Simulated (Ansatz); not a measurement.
## The perfect Fe wire along [100], 9 atoms a period

Aim: is the Fe wire along [100], 9 atoms a period a metal or a semiconductor?

Method: DFT PBE, plane waves, PAW; relaxation of a wire's period; PAW set soft_1, in the first sound run; inputs show where later runs differ, in Ansatz 0.2.0.

## 1. The starting structure

The cell holds 9 atoms: 9 Fe. Its edges and angles: a = 12.460 Å, b = 12.460 Å, c = 2.830 Å, α = 90.0°, β = 90.0°, γ = 90.0°. Vacuum lies along a and b. The structure's axis is c.

## 2. The relaxed wire

Band widths follow the bond lengths, so the wire is relaxed first. The atoms and the third cell vector are free; the box across stays fixed as vacuum. Moments are seeded so that a magnetic state can form if it lies lower. A Fermi-Dirac smearing is set since the result may be a metal. The pressure printed is a third of the stress's trace over the whole box, vacuum included; only the stress along the axis is relaxed.

input.yaml reads:

```yaml
crystal:
  lattice:
    - [12.46, 0.0, 0.0]
    - [0.0, 12.46, 0.0]
    - [0.0, 0.0, 2.83]
  atoms:
    - { symbol: Fe, position: [0.272873194, 0.5, 0.0], spin: 2.4 }
    - { symbol: Fe, position: [0.5, 0.272873194, 0.0], spin: 2.4 }
    - { symbol: Fe, position: [0.5, 0.5, 0.0], spin: 2.4 }
    - { symbol: Fe, position: [0.5, 0.727126806, 0.0], spin: 2.4 }
    - { symbol: Fe, position: [0.727126806, 0.5, 0.0], spin: 2.4 }
    - { symbol: Fe, position: [0.386436597, 0.386436597, 0.5], spin: 2.4 }
    - { symbol: Fe, position: [0.386436597, 0.613563403, 0.5], spin: 2.4 }
    - { symbol: Fe, position: [0.613563403, 0.386436597, 0.5], spin: 2.4 }
    - { symbol: Fe, position: [0.613563403, 0.613563403, 0.5], spin: 2.4 }
magnetization:
  spin_polarized: true
kpoints:
  mp_grid: { grid: [1, 1, 29] }
scf:
  occupations: { method: fermi_dirac, width: 0.05 }
hamiltonian:
  xc: pbe
  pseudopotentials: { kind: paw, azcp: { folder: soft_1 } }
relax:
  cell: { fix: [a, b, alpha, beta, gamma] }
  max_steps: 45
  f_tol: 0.03
```

Launch:

```bash
$ ansatz run input.yaml --threads 4 --pin off --max-ram 16384MiB --backend cpu --events-out ev --progress --plain --runs-dir out
```

Numbers of over 12 decimals in the logs are rounded to 6 here.

The program printed:

```text
Engine: ansatz 0.2.0, aarch64-unknown-linux-gnu
Pseudopotentials: kind: paw
Pseudopotential: Fe, paw, valence charge 16, recommended cutoff 420 eV (normal), soft_1/Fe.paw.azcp
Functional definition: PBE
  parameter kappa = 0.804
  parameter beta = 0.066725
  exchange = pbe_x(kappa = kappa, mu = beta*pi^2/3)
  correlation = pbe_c(beta = beta)
Crystal: 9 atoms, lattice volume = 439.362 Å³
Basis set: ecut = 420 eV, 8569 PW (Γ), exchange–correlation on 180×180×40 points (8 copies of the dense FFT grid, shifted against one another)
Bands: 100, of which v1, the nominal top of the filled ones, is band 72 counted from 1 (71 counted from 0)
Symmetry: 16 space group operations
Space group: P4/mmm (ITA 123), of the structure as read, at distance tolerance 7.6e-5 Å
Magnetic group: BNS 123.339 (UNI 999), of the structure as read, at distance tolerance 7.6e-5 Å
k-points: 15 of 29
Non-local potential: Fe, projectors of the file, l = 0: 3, l = 1: 2, l = 2: 3, l = 3: 1
PAW form: soft (Blöchl's): semilocal exchange-correlation on the pseudo side does not see the compensation charge
PAW one-centre angular grid: Fe, 590 points (default); XC on 64 Gauss nodes
Initial density: superposition of atomic densities (neutral atoms: chi_scale 0, normalization atom)
Starting moments: Σ|m| = 21.6 μB on 9 of 9 sites
Initial wavefunctions: pseudopotential atomic-orbital guess
Functional: x = pbe(κ = 0.804, μ = 0.219515), c = pbe(β = 0.066725)
SCF iter   1: F=—  HF=-40311.017109 eV  |F-HF|=—  |Δ(HF+E_count)|=         —  Δρ=3.53e-2 (↑2.07e-2 ↓3.53e-2)  dr2=2.64e1  dr2_m=2.33e0  M=22.976 μB ∫|m|=23.145 μB  β_m=0.30  ethr=3.10e-3  ⟨swp⟩=8.4  Hψ=14296  notcnv=0  defer=97
Mixer restart at iter 1: flushing history
preconditioner: auto → LDOS  [metal: Δε(μ)=0.002 eV  Ē_g=5.408 eV  σ=0.050 eV  W_gap=0.01  n_scr=70 (ndim 8)  ℏωp=15.0 eV  f_vac=0.612  D(μ)=12.72/eV (n_scr^D=78)]
spin=Collinear: LDOS preconditioning applied to the charge; magnetization (m = ρ↑ − ρ↓) channel mixes plain (no charge-response kernel on spin).
SCF iter   2: F=—  HF=-40308.667634 eV  |F-HF|=—  |Δ(HF+E_count)|=    2.35e0  Δρ=2.80e-2 (↑2.80e-2 ↓2.19e-2)  dr2=5.30e0  dr2_m=2.14e0  M=23.982 μB ∫|m|=24.238 μB  β_m=0.41  ethr=3.10e-3  ⟨swp⟩=3.0  Hψ=5267  notcnv=0  defer=326
SCF iter   3: F=—  HF=-40312.857590 eV  |F-HF|=—  |Δ(HF+E_count)|=    4.19e0  Δρ=1.63e-2 (↑1.12e-2 ↓1.63e-2)  dr2=3.41e-1  dr2_m=7.14e-1  M=24.619 μB ∫|m|=25.028 μB  β_m=0.48  ethr=3.10e-3  ⟨swp⟩=2.9  Hψ=5268  notcnv=0  defer=323
SCF iter   4: F=—  HF=-40314.150883 eV  |F-HF|=—  |Δ(HF+E_count)|=    1.29e0  Δρ=1.16e-2 (↑1.16e-2 ↓7.62e-3)  dr2=1.08e-1  dr2_m=3.58e-1  M=25.341 μB ∫|m|=25.905 μB  β_m=0.74  ethr=2.37e-4  ⟨swp⟩=3.0  Hψ=4750  notcnv=0  defer=323
SCF iter   5: F=—  HF=-40314.704803 eV  |F-HF|=—  |Δ(HF+E_count)|=         —  Δρ=2.82e-3 (↑2.82e-3 ↓2.74e-3)  dr2=1.05e-1  dr2_m=1.06e-3  M=25.788 μB ∫|m|=26.615 μB  β_m=0.74  ethr=7.51e-5  ⟨swp⟩=3.2  Hψ=6544  notcnv=0  defer=306
SCF iter   6: F=—  HF=-40314.738025 eV  |F-HF|=—  |Δ(HF+E_count)|=   3.32e-2  Δρ=2.92e-3 (↑2.92e-3 ↓2.01e-3)  dr2=7.06e-2  dr2_m=1.55e-3  M=25.786 μB ∫|m|=26.617 μB  β_m=0.57  ethr=7.27e-5  ⟨swp⟩=2.4  Hψ=5804  notcnv=0  defer=306
SCF iter   7: F=—  HF=-40314.718234 eV  |F-HF|=—  |Δ(HF+E_count)|=   1.98e-2  Δρ=1.21e-3 (↑1.21e-3 ↓7.06e-4)  dr2=9.73e-3  dr2_m=6.78e-4  M=25.805 μB ∫|m|=26.641 μB  β_m=0.76  ethr=4.90e-5  ⟨swp⟩=2.1  Hψ=4606  notcnv=0  defer=306
SCF iter   8: F=—  HF=-40314.715758 eV  |F-HF|=—  |Δ(HF+E_count)|=   2.48e-3  Δρ=3.51e-4 (↑3.51e-4 ↓2.84e-4)  dr2=1.23e-3  dr2_m=3.85e-5  M=25.819 μB ∫|m|=26.665 μB  β_m=0.73  ethr=6.75e-6  ⟨swp⟩=2.0  Hψ=4569  notcnv=0  defer=306
SCF iter   9: F=—  HF=-40314.715724 eV  |F-HF|=—  |Δ(HF+E_count)|=   3.38e-5  Δρ=1.43e-4 (↑1.43e-4 ↓1.06e-4)  dr2=1.01e-4  dr2_m=4.06e-5  M=25.825 μB ∫|m|=26.675 μB  β_m=0.70  ethr=8.54e-7  ⟨swp⟩=2.0  Hψ=4606  notcnv=0  defer=306
SCF iter  10: F=—  HF=-40314.715725 eV  |F-HF|=—  |Δ(HF+E_count)|=   4.82e-7  Δρ=4.53e-5 (↑4.10e-5 ↓4.53e-5)  dr2=1.50e-5  dr2_m=3.49e-6  M=25.825 μB ∫|m|=26.674 μB  β_m=0.75  ethr=7.01e-8  ⟨swp⟩=2.1  Hψ=4351  notcnv=0  defer=306
SCF iter  11: F=—  HF=-40314.715715 eV  |F-HF|=—  |Δ(HF+E_count)|=   1.01e-5  Δρ=2.05e-5 (↑8.41e-6 ↓2.05e-5)  dr2=1.98e-6  dr2_m=5.58e-7  M=25.825 μB ∫|m|=26.673 μB  β_m=0.75  ethr=1.04e-8  ⟨swp⟩=2.1  Hψ=4818  notcnv=0  defer=306
SCF iter  12: F=—  HF=-40314.715715 eV  |F-HF|=—  |Δ(HF+E_count)|=   4.30e-7  Δρ=1.04e-5 (↑1.04e-5 ↓4.79e-6)  dr2=5.94e-7  dr2_m=1.43e-7  M=25.825 μB ∫|m|=26.673 μB  β_m=0.66  ethr=1.37e-9  ⟨swp⟩=2.9  Hψ=4968  notcnv=0  defer=306
SCF iter  13: F=—  HF=-40314.715715 eV  |F-HF|=—  |Δ(HF+E_count)|=   6.35e-8  Δρ=4.65e-6 (↑4.65e-6 ↓4.58e-6)  dr2=2.39e-7  dr2_m=1.41e-8  M=25.825 μB ∫|m|=26.673 μB  β_m=0.60  ethr=4.12e-10  ⟨swp⟩=2.8  Hψ=5243  notcnv=0  defer=306
SCF iter  14: F=—  HF=-40314.715715 eV  |F-HF|=—  |Δ(HF+E_count)|=   1.11e-7  Δρ=1.51e-6 (↑1.44e-6 ↓1.51e-6)  dr2=1.48e-8  dr2_m=5.15e-9  M=25.825 μB ∫|m|=26.673 μB  β_m=0.69  ethr=1.66e-10  ⟨swp⟩=2.8  Hψ=5160  notcnv=0  defer=306
SCF iter  15: F=-40314.715715 eV  HF=-40314.715715 eV  |F-HF|=3.10e-9  |Δ(HF+E_count)|=   2.66e-9  Δρ=8.78e-7 (↑2.62e-7 ↓8.78e-7)  dr2=4.04e-9  dr2_m=7.49e-10  M=25.825 μB ∫|m|=26.673 μB  ethr=1.03e-11  ⟨swp⟩=1.9  Hψ=9048  notcnv=0
SCF 1 converged in 15 iterations: F = -40314.715715 eV  dr2 = 4.04e-9
  greatest PAW one-centre occupation: 1.001 electrons in one spin orbital (limit 2), on the Fe atom at site 4 (counted from 0), in its partial waves of l = 1
relax step   1: F+E_penalty+E_count = -40314.71571513 eV  Δ(F+E_penalty+E_count) = +0.000e0 eV  max|allowed force component| = 2.413e-1 eV/Å  Δτ_max = 0.0000 Å  P = -1.294 GPa  Ω = 439.362 Å³  fix = [a, b, alpha, beta, gamma]  reactions: a -0.533, b -0.533 GPa  (15 SCF iters, dr2 threshold 1.00e-7 eV, accepted)
Crystal: 9 atoms, lattice volume = 424.276 Å³
Basis set: ecut = 420 eV, 8361 PW (Γ), exchange–correlation on 180×180×40 points (8 copies of the dense FFT grid, shifted against one another)
Initial density: handed on by an earlier stage of this run
Starting moments: Σ|m| = 21.6 μB on 9 of 9 sites; this step starts from the density that it was given
Initial wavefunctions: those handed on with the density
iter 1 solved again at ethr=2.87e-5 eV; its pass at ethr=3.10e-3 eV (dr2=4.13e-2 eV) is discarded
SCF iter   1: F=—  HF=-40314.908317 eV  |F-HF|=—  |Δ(HF+E_count)|=         —  Δρ=2.45e-3 (↑2.32e-3 ↓2.45e-3)  dr2=4.45e-2  dr2_m=1.07e-2  M=25.629 μB ∫|m|=26.420 μB  β_m=0.30  ethr=2.87e-5  ⟨swp⟩=3.8  Hψ=15755  notcnv=0
[...]
relax step   4: F+E_penalty+E_count = -40314.96337566 eV  Δ(F+E_penalty+E_count) = -9.021e-3 eV  max|allowed force component| = 1.808e-2 eV/Å  Δτ_max = 0.0189 Å  P = -0.059 GPa  Ω = 412.171 Å³  energy of the carried Pulay correction = +8.601e-3 eV  fix = [a, b, alpha, beta, gamma]  reactions: a -0.090, b -0.090 GPa  (9 SCF iters, dr2 threshold 5.11e-7 eV, accepted)
Basis set: ecut = 420 eV, 8145 PW (Γ), exchange–correlation on 180×180×36 points (8 copies of the dense FFT grid, shifted against one another)
Initial wavefunctions: pseudopotential atomic-orbital guess (no wavefunctions were taken with the density)
iter 1 solved again at ethr=2.45e-6 eV; its pass at ethr=3.10e-3 eV (dr2=3.53e-3 eV) is discarded
SCF iter   1: F=—  HF=-40314.953938 eV  |F-HF|=—  |Δ(HF+E_count)|=         —  Δρ=1.33e-4 (↑1.08e-4 ↓1.33e-4)  dr2=1.93e-4  dr2_m=1.99e-6  M=25.425 μB ∫|m|=26.230 μB  β_m=0.65  ethr=2.45e-6  ⟨swp⟩=3.7  Hψ=20880  notcnv=0  defer=1
preconditioner: auto → LDOS  [metal: Δε(μ)=0.046 eV  Ē_g=5.295 eV  σ=0.050 eV  W_gap=0.22  n_scr=28 (ndim 8)  ℏωp=15.5 eV  f_vac=0.627  D(μ)=7.33/eV (n_scr^D=36)]
spin=Collinear: LDOS preconditioning applied to the charge; magnetization (m = ρ↑ − ρ↓) channel mixes plain (no charge-response kernel on spin).
SCF iter   2: F=—  HF=-40314.954408 eV  |F-HF|=—  |Δ(HF+E_count)|=   4.70e-4  Δρ=4.16e-5 (↑4.16e-5 ↓3.79e-5)  dr2=5.85e-5  dr2_m=2.48e-7  M=25.424 μB ∫|m|=26.229 μB  β_m=0.59  ethr=1.34e-7  ⟨swp⟩=2.0  Hψ=4006  notcnv=0  defer=1
SCF iter   3: F=—  HF=-40314.954427 eV  |F-HF|=—  |Δ(HF+E_count)|=   1.87e-5  Δρ=3.22e-5 (↑3.22e-5 ↓1.61e-5)  dr2=6.13e-6  dr2_m=8.92e-7  M=25.422 μB ∫|m|=26.227 μB  β_m=0.56  ethr=4.06e-8  ⟨swp⟩=2.0  Hψ=3997  notcnv=0  defer=1
SCF iter   4: F=—  HF=-40314.954431 eV  |F-HF|=—  |Δ(HF+E_count)|=   4.13e-6  Δρ=1.48e-5 (↑1.28e-5 ↓1.48e-5)  dr2=4.48e-6  dr2_m=2.51e-7  M=25.422 μB ∫|m|=26.227 μB  β_m=0.54  ethr=4.26e-9  ⟨swp⟩=2.5  Hψ=5152  notcnv=0  defer=1
SCF iter   5: F=—  HF=-40314.954434 eV  |F-HF|=—  |Δ(HF+E_count)|=   3.21e-6  Δρ=9.45e-6 (↑9.45e-6 ↓3.37e-6)  dr2=5.01e-7  dr2_m=9.08e-8  M=25.422 μB ∫|m|=26.226 μB  β_m=0.52  ethr=3.11e-9  ⟨swp⟩=2.2  Hψ=4441  notcnv=0  defer=1
SCF iter   6: F=—  HF=-40314.954434 eV  |F-HF|=—  |Δ(HF+E_count)|=   1.95e-7  Δρ=2.50e-6 (↑1.46e-6 ↓2.50e-6)  dr2=4.38e-8  dr2_m=7.90e-9  M=25.421 μB ∫|m|=26.226 μB  β_m=0.57  ethr=3.48e-10  ⟨swp⟩=2.0  Hψ=4015  notcnv=0  defer=1
SCF iter   7: F=—  HF=-40314.954434 eV  |F-HF|=—  |Δ(HF+E_count)|=   3.60e-8  Δρ=9.93e-7 (↑7.69e-7 ↓9.93e-7)  dr2=6.17e-9  dr2_m=1.79e-9  M=25.421 μB ∫|m|=26.226 μB  β_m=0.62  ethr=3.04e-11  ⟨swp⟩=2.3  Hψ=4157  notcnv=0  defer=1
SCF iter   8: F=—  HF=-40314.954433 eV  |F-HF|=—  |Δ(HF+E_count)|=   1.17e-6  Δρ=4.85e-7 (↑4.85e-7 ↓4.31e-7)  dr2=1.54e-9  dr2_m=4.31e-10  M=25.421 μB ∫|m|=26.226 μB  β_m=0.62  ethr=4.28e-12  ⟨swp⟩=3.7  Hψ=5887  notcnv=0  defer=1
SCF iter   9: F=—  HF=-40314.954433 eV  |F-HF|=—  |Δ(HF+E_count)|=   1.65e-9  Δρ=2.06e-7 (↑1.50e-7 ↓2.06e-7)  dr2=1.69e-10  dr2_m=7.38e-11  M=25.421 μB ∫|m|=26.226 μB  β_m=0.78  ethr=1.07e-12  ⟨swp⟩=2.5  Hψ=4316  notcnv=0  defer=1
SCF iter  10: F=—  HF=-40314.954433 eV  |F-HF|=—  |Δ(HF+E_count)|=   1.11e-9  Δρ=5.55e-8 (↑4.82e-8 ↓5.55e-8)  dr2=3.26e-11  dr2_m=1.97e-12  M=25.421 μB ∫|m|=26.226 μB  β_m=0.75  ethr=1.00e-12  ⟨swp⟩=2.3  Hψ=4109  notcnv=0  defer=1
SCF iter  11: F=-40314.954433 eV  HF=-40314.954433 eV  |F-HF|=1.38e-10  |Δ(HF+E_count)|=  2.98e-10  Δρ=4.60e-8 (↑4.60e-8 ↓3.31e-8)  dr2=4.92e-12  dr2_m=4.76e-12  M=25.421 μB ∫|m|=26.226 μB  ethr=1.00e-12  ⟨swp⟩=3.5  Hψ=10474  notcnv=0
SCF 5 converged in 11 iterations: F = -40314.954433 eV  dr2 = 4.92e-12
relax step   5: F+E_penalty+E_count = -40314.95443302 eV  Δ(F+E_penalty+E_count) = +8.943e-3 eV  max|allowed force component| = 1.673e-2 eV/Å  Δτ_max = 0.0000 Å  P = -0.053 GPa  Ω = 412.171 Å³  fix = [a, b, alpha, beta, gamma]  reactions: a -0.082, b -0.082 GPa  stress off target by 6.45e-3 GPa on what of the cell is left free  SCF on the basis re-selected at this cell (its energy is not comparable with the rows above)  (11 SCF iters)
basis re-selected at this cell: Δ(F+E_penalty+E_count) = +8.943e-3 eV, ΔP = +0.007 GPa vs the last step (what re-selecting the basis moved, of the pressure what is left beyond the Pulay correction that the steps carried, after the strain that the cell walked since its last selection, with what the two solves' SCF thresholds leave and, on support functions, any second-order correction that the steps lacked; it is no measure of the basis error at this ecutwfc). The dense FFT grid was sized anew with the basis: this SCF ran on 90×90×18 points, the steps before it on 90×90×20, so part of this shift can come from that change (see relax.cell in the input reference). [rest of the remark cut]
SCF converged after 11 iterations
Magnetization: 25.4214 μB (84.7107 up, 59.2893 down)
Absolute magnetization: 26.2281 μB (∫|ρ↑−ρ↓|, with the PAW one-centre terms)
Spin contamination: 0.4081 ħ² per cell (⟨S²⟩ above its minimum at these occupations)
Per-site moments (μB) at R_I (Å): [(2.819288, 1.001480), (2.819288, 1.001480), (2.594231, 1.007573), (2.819288, 1.001480), (2.819288, 1.001480), (2.659601, 1.001480), (2.659601, 1.001480), (2.659601, 1.001480), (2.659601, 1.001480)]
Free energy (F): -40314.954433 eV
Harris-Foulkes:  -40314.954433 eV  (|F-HF|=1.38e-10)
Internal energy: -40314.892115 eV  (E = F + TS)
E sigma→0 (E₀):  -40314.923274 eV
Entropy (-TS):   -0.062318 eV (-6.924 meV/atom)
Fermi energy:    1.609737 eV
--- Per-component energies (eV) ---
  E_band       = -4344.338747
  E_kinetic    = 2960.253408
  E_local      = -101289.039256  (includes V_loc(G=0)·N_el)
  E_nonlocal   = 2639.772271
  E_hartree    = 47784.336751
  E_xc         = -979.778400
  E_vxc        = -1257.083932  (∫ρ·V_xc dr)
  E_paw        = -12461.247295  (= ΣΔE_a)
  E_vpaw       = -2966.905802  (= ΣTr[D̂ρ^β])
  E_aug_tail   = -0.008760  (compensation charges beyond the density's cutoff)
  E_ewald      = 21030.819166
  E_smearing   = -0.062318  (= −TS)
  E_closure    = 0.000000  (closes the sum)
  Σ components = -40314.954433   (vs F -40314.954433, Δ=0.00e0)
--- Forces (eV/Å), atoms counted from 1 ---
  atom   1  Fe     0.01673110    -0.00000000    -0.00000000
  atom   2  Fe    -0.00000000     0.01673110    -0.00000000
  atom   3  Fe     0.00000000     0.00000000     0.00000000
  atom   4  Fe     0.00000000    -0.01673110     0.00000000
  atom   5  Fe    -0.01673110     0.00000000     0.00000000
  atom   6  Fe    -0.00170982    -0.00170982     0.00000000
  atom   7  Fe    -0.00170982     0.00170982     0.00000000
  atom   8  Fe     0.00170982    -0.00170982    -0.00000000
  atom   9  Fe     0.00170982     0.00170982    -0.00000000
  max |Σ_I F_I| component: 3.25e-18 eV/Å
--- Stress (GPa, compression-positive) ---
       -0.082112       0.000000       0.000000
        0.000000      -0.082112       0.000000
        0.000000       0.000000       0.006454
  P = ⅓ Tr σ = -0.0526 GPa (-0.526 kbar)
--- Relaxed structure (4 steps of the walk, 4 accepted, 1 SCFs on fresh bases) ---
  F+E_penalty+E_count = -40314.95443302 eV   max|allowed force component| = 1.673e-2 eV/Å   (the final SCF, on the basis selected at the relaxed cell)
  cell:  # Å, volume = 412.1706 Å³
    - [12.46, 0, 0]
    - [0, 12.46, 0]
    - [0, 0, 2.654856]
  atoms:
    - { symbol: Fe, position: [0.269285, 0.5, 0] }
    - { symbol: Fe, position: [0.5, 0.269285, 0] }
    - { symbol: Fe, position: [0.5, 0.5, 0] }
    - { symbol: Fe, position: [0.5, 0.730715, 0] }
    - { symbol: Fe, position: [0.730715, 0.5, 0] }
    - { symbol: Fe, position: [0.383638, 0.383638, 0.500000] }
    - { symbol: Fe, position: [0.383638, 0.616362, 0.500000] }
    - { symbol: Fe, position: [0.616362, 0.383638, 0.500000] }
    - { symbol: Fe, position: [0.616362, 0.616362, 0.500000] }
```

Wall time 3.1 min (4 threads of Arm Neoverse V1, shared host); peak memory 1.8 GiB; 12 min of CPU time.

[end of part 1 of 2]

[Logs are printed without paths, hosts, clocks, repeated set-up lines and the standing remarks that a program may print on its own settings, such as how far it seeks lower states.]

[Hosts, paths, dates, database ids (printed as entryN), source tags and the programs' standing remarks are cut or masked in the printed files.]
